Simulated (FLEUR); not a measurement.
# Magnetic state of HoPd from several starts, part 3 of 3

Aim: find out whether HoPd carries moments, and which collinear order costs least.

FLEUR MaX-R8.1; PBEsol with U = 6.7 eV, J = 0.7 eV on Ho f; all-electron FLAPW, Dirac cores, scalar-relativistic bands.

So far, largest spin moment in the muffin-tin sphere (μB): step 2 (run 1 (ferro +)) 4.08; step 3 (start 2: antiferro q=(1/2,1/2,1/2) +-) 4.04; step 4 (order 3, typed as antiferro q=(0,1/2,1/2) +-) 4.06.

## (6) Spin–orbit coupling, moments along [001]

Level of this step: PBEsol with U = 6.7 eV, J = 0.7 eV on Ho f; all-electron FLAPW, Dirac cores, scalar-relativistic bands with spin-orbit coupling (FLEUR).

Spin–orbit coupling ties the spins to the lattice and lets orbital moments form.

A new self-consistent run of the start ferro +, with the moments along z. Here n_mmp_mat seeds f states of whole m by Hund's three rules. The k list default-1 (kpts.xml, not shown) is a Γ-centred 8×8×8 mesh.

inp.xml

```
<?xml version="1.0" encoding="UTF-8" standalone="no"?>
<fleurInput fleurInputVersion="0.39">
   <comment>
      HoPd
   </comment>
   <calculationSetup>
      <cutoffs Kmax="3.6" Gmax="10.8" GmaxXC="10.8" numbands="77"/>
      <scfLoop itmax="130" minDistance="0.0001" maxIterBroyd="15" imix="Anderson" alpha="0.05" precondParam="0.0" spinf="2.0" sdNocoIR="T"/>
      <coreElectrons ctail="T" frcor="F" kcrel="0" coretail_lmax="0"/>
      <xcFunctional name="PBEs" relativisticCorrections="F"/>
      <magnetism jspins="2"/>
      <soc l_soc="T" theta="0.0" phi="0.0" spav="F"/>
      <expertModes spex="0" secvar="F"/>
      <geometryOptimization l_f="F" forcealpha="1.0" forcemix="BFGS" epsdisp="0.00001" epsforce="0.00001"/>
      <ldaU l_linMix="F" mixParam="0.05" spinf="1.0"/>
   </calculationSetup>
   <cell>
      <bzIntegration valenceElectrons="37.0" mode="hist" fermiSmearingEnergy="0.00293995">
         <kPointListSelection listName="default-1"/>
         <xi:include xmlns:xi="http://www.w3.org/2001/XInclude" href="kpts.xml"> </xi:include>
      </bzIntegration>
      <xi:include xmlns:xi="http://www.w3.org/2001/XInclude" href="sym.xml"> </xi:include>
      <bulkLattice scale="1.0">
         <bravaisMatrix>
            <row-1>    6.5516804739882000     0.0000000000000000     0.0000000000000000</row-1>
            <row-2>    0.0000000000000000     6.5516804739882000     0.0000000000000000</row-2>
            <row-3>    0.0000000000000000     0.0000000000000000     6.5516804739882000</row-3>
         </bravaisMatrix>
      </bulkLattice>
   </cell>
   <atomSpecies>
      <species name="Holmium (H4.000" element="Ho" atomicNumber="67">
         <mtSphere radius="2.77" gridPoints="915" logIncrement="0.015"/>
         <atomicCutoffs lmax="10" lnonsphr="8"/>
         <electronConfig flipSpins="F">
            <coreConfig>(1s1/2) (2s1/2) (2p1/2) (2p3/2) (3s1/2) (3p1/2) (3p3/2) (4s1/2) (3d3/2) (3d5/2) (4p1/2) (4p3/2) (4d3/2) (4d5/2)</coreConfig>
            <valenceConfig>(5s1/2) (5p1/2) (5p3/2) (6s1/2) (4f5/2) (4f7/2)</valenceConfig>
            <stateOccupation state="(4f5/2)" spinUp="3.0" spinDown="1.7142857142857"/>
            <stateOccupation state="(4f7/2)" spinUp="4.0" spinDown="2.2857142857143"/>
         </electronConfig>
         <energyParameters s="6" p="6" d="5" f="4"/>
         <ldaU l="3" U="6.7" J="0.7" l_amf="F"/>
         <lo type="SCLO" l="0" n="5" eDeriv="0"/>
         <lo type="SCLO" l="1" n="5" eDeriv="0"/>
      </species>
      <species name="Palladium (Pd)" element="Pd" atomicNumber="46">
         <mtSphere radius="2.77" gridPoints="915" logIncrement="0.014"/>
         <atomicCutoffs lmax="10" lnonsphr="8"/>
         <electronConfig flipSpins="F">
            <coreConfig>(1s1/2) (2s1/2) (2p1/2) (2p3/2) (3s1/2) (3p1/2) (3p3/2) (4s1/2) (3d3/2) (3d5/2)</coreConfig>
            <valenceConfig>(4p1/2) (4p3/2) (5s1/2) (4d3/2) (4d5/2)</valenceConfig>
            <stateOccupation state="(5s1/2)" spinUp="0.500000" spinDown="0.500000"/>
            <stateOccupation state="(4d3/2)" spinUp="1.800000" spinDown="1.800000"/>
            <stateOccupation state="(4d5/2)" spinUp="2.700000" spinDown="2.700000"/>
         </electronConfig>
         <energyParameters s="5" p="5" d="4" f="4"/>
         <lo type="SCLO" l="1" n="4" eDeriv="0"/>
      </species>
   </atomSpecies>
   <atomGroups>
      <atomGroup species="Holmium (H4.000">
         <relPos label="                   1">.0000000000 .0000000000 .0000000000</relPos>
         <force calculate="T" relaxXYZ="TTT"/>
      </atomGroup>
      <atomGroup species="Palladium (Pd)">
         <relPos label="                   2">1.000/2.000 1.000/2.000 1.000/2.000</relPos>
         <force calculate="T" relaxXYZ="TTT"/>
      </atomGroup>
   </atomGroups>
   <output dos="F" band="F" slice="F">
      <bandDOS minEnergy="-.5*Htr" maxEnergy="0.5*Htr" sigma="0.015" storeEVData="T"/>
      <plotting iplot="0" polar="F">
         <plot TwoD="T" vec1="  1.0  0.0  0.0" vec2="  0.0  1.0  0.0" vec3="  0.0  0.0  1.0" zero="  0.0  0.0  0.0" file="plot"/>
      </plotting>
      <moessbauerParams electricFieldGradient="F" isomerShift="F" coreHyperfine="F" valenceHyperfine="F"/>
   </output>
</fleurInput>
```

crystal.txt

```
HoPd
&input film=F cartesian=F /
3.46700000000  0.00000000000  0.00000000000
0.00000000000  3.46700000000  0.00000000000
0.00000000000  0.00000000000  3.46700000000
1.8897261246
1.0 1.0 1.0

2
67 0.00000000000  0.00000000000  0.00000000000 : 4.000
46 0.50000000000  0.50000000000  0.50000000000

&soc 0.0000000 0.0000000 /
&kpt div1=8 div2=8 div3=8 gamma=T /
```

Command:

```bash
OMP_NUM_THREADS=1 inpgen -f crystal.txt > inpgen.log  # inp.xml is then edited as shown
OMP_NUM_THREADS=1 mpirun -n 4 fleur_MPI > fleur.log
```

The log of the run:

```text
[banner, memory and clock lines left out]
Welcome to FLEUR        (www.flapw.de)
      MaX-Release 8.1          (www.max-centre.eu)

 ========== k-point set info ==========
 Selected k-point list: default-1
 k-point list type: mesh
 0 x 0 x 0
 Number of k points: 92

 [... set-up left out ...]
 Iteration:     1   Distance:      35.41122201 me/bohr^3
 Iteration:     2   Distance:      29.98415911 me/bohr^3
 Iteration:     3   Distance:      27.90001815 me/bohr^3
 Iteration:     4   Distance:      27.72551044 me/bohr^3
 Iteration:     5   Distance:      22.67142891 me/bohr^3
 Iteration:     6   Distance:       8.00322511 me/bohr^3
 Iteration:     7   Distance:       7.72509422 me/bohr^3
 Iteration:     8   Distance:      14.24400392 me/bohr^3
[... lines left out ...]
 Invalid elements in DFT+U matrix after mixing:
 Reset of history
[... lines left out ...]
[... 110 iterations left out ...]
[... lines left out ...]
 Invalid elements in DFT+U matrix after mixing:
 Reset of history
[... lines left out ...]
 Iteration:   125   Distance:       3.45488839 me/bohr^3
 Iteration:   126   Distance:       1.90949495 me/bohr^3
 Iteration:   127   Distance:       1.36177792 me/bohr^3
 Iteration:   128   Distance:       2.09902740 me/bohr^3
 Iteration:   129   Distance:       0.74347880 me/bohr^3
 Iteration:   130   Distance:       0.73390348 me/bohr^3

 ********************************************************************
 Run finished successfully
 Stop message:
   all done
 ********************************************************************

--- out.xml (last complete iteration) ---
<iteration numberForCurrentRun="  130" overallNumber="  130">
         [... left out ...]
         <bandgap value="0.0000000000" units="eV"/>
         <sumValenceSingleParticleEnergies value="-11.4109692839" units="Htr"/>
         <FermiEnergy value="0.3495622684" units="Htr"/>
         [... left out ...]
         <magneticMomentsInMTSpheres units="muBohr">
            <globalMagMoment atomType="1" vec="0.00000   0.00000   4.02429"/>
            <globalMagMoment atomType="2" vec="0.00000   0.00000   0.02273"/>
         </magneticMomentsInMTSpheres>
         <orbitalMomentsInMTSpheres units="muBohr">
            <globalMagMoment atomType="1" vec="0.00000   0.00000   5.92363"/>
            <globalMagMoment atomType="2" vec="0.00000   0.00000  -0.00811"/>
         </orbitalMomentsInMTSpheres>
         [... left out ...]
         <totalEnergy value="   -17669.1771904823" units="Htr">
            <sumOfEigenvalues value="   -10762.0562158198">
               <coreElectrons value="-10750.6452465359"/>
               <valenceElectrons value="-11.4109692839"/>
            </sumOfEigenvalues>
         [... left out ...]
            <freeEnergy value="-17669.1787915488"/>
            <extrapolationTo0K value="-17669.1779910156"/>
         </totalEnergy>
         [... left out ...]
         <ldaUDensityMatrixConvergence>
            <distance spin="1" distance="0.000304"/>
            <distance spin="2" distance="0.028437"/>
         </ldaUDensityMatrixConvergence>
         <densityConvergence units="me/bohr^3">
            <chargeDensity spin="1" distance="0.1620113214"/>
            <chargeDensity spin="2" distance="0.6963241448"/>
            <overallChargeDensity distance="0.7339034806"/>
            <spinDensity distance="0.6954247961"/>
         </densityConvergence>
      </iteration>
```

The job ended after 8.9 min (4 MPI ranks of AMD EPYC 7R43, shared host; peak memory 0.43 GiB).

The run stopped without converging, so none of its numbers is a property of the system.

After 130 cycles the density distance stands at 0.73 me/bohr³, above the threshold of 0.0001.

## (7) Results

| Item | Value |
| --- | --- |
| lowest state found | ferromagnetic (typed ferro +) |
| largest site spin moment | 4.08 μB |
| next finished state | antiferromagnetic, 4.11 meV a seeded atom higher |

**Reading.** The lowest state found is ferromagnetic, reached from the start ferro +, with moments up to 4.08 μB. The next finished state costs 4.1 meV a seeded atom. The self-consistent run with spin–orbit coupling gave no result. This is the lowest of 3 finished starts, no proof of the ground state. Open f shells have many stationary orbital fillings, so the state need not be the lowest, and spin-only moments miss the orbital part.

[Logs and program files are shortened in this print: banners, set-up blocks, solver, clock and traceback lines can be left out without a mark of their own.]

[Logs are printed without paths, hosts, clocks, repeated set-up lines and the standing remarks that a program may print on its own settings, such as how far it seeks lower states.]

[Hosts, paths, dates, database ids (printed as entryN), source tags and the programs' standing remarks are cut or masked in the printed files.]

[Where a cell is said to come from a database of computed structures, the database is the Materials Project.]
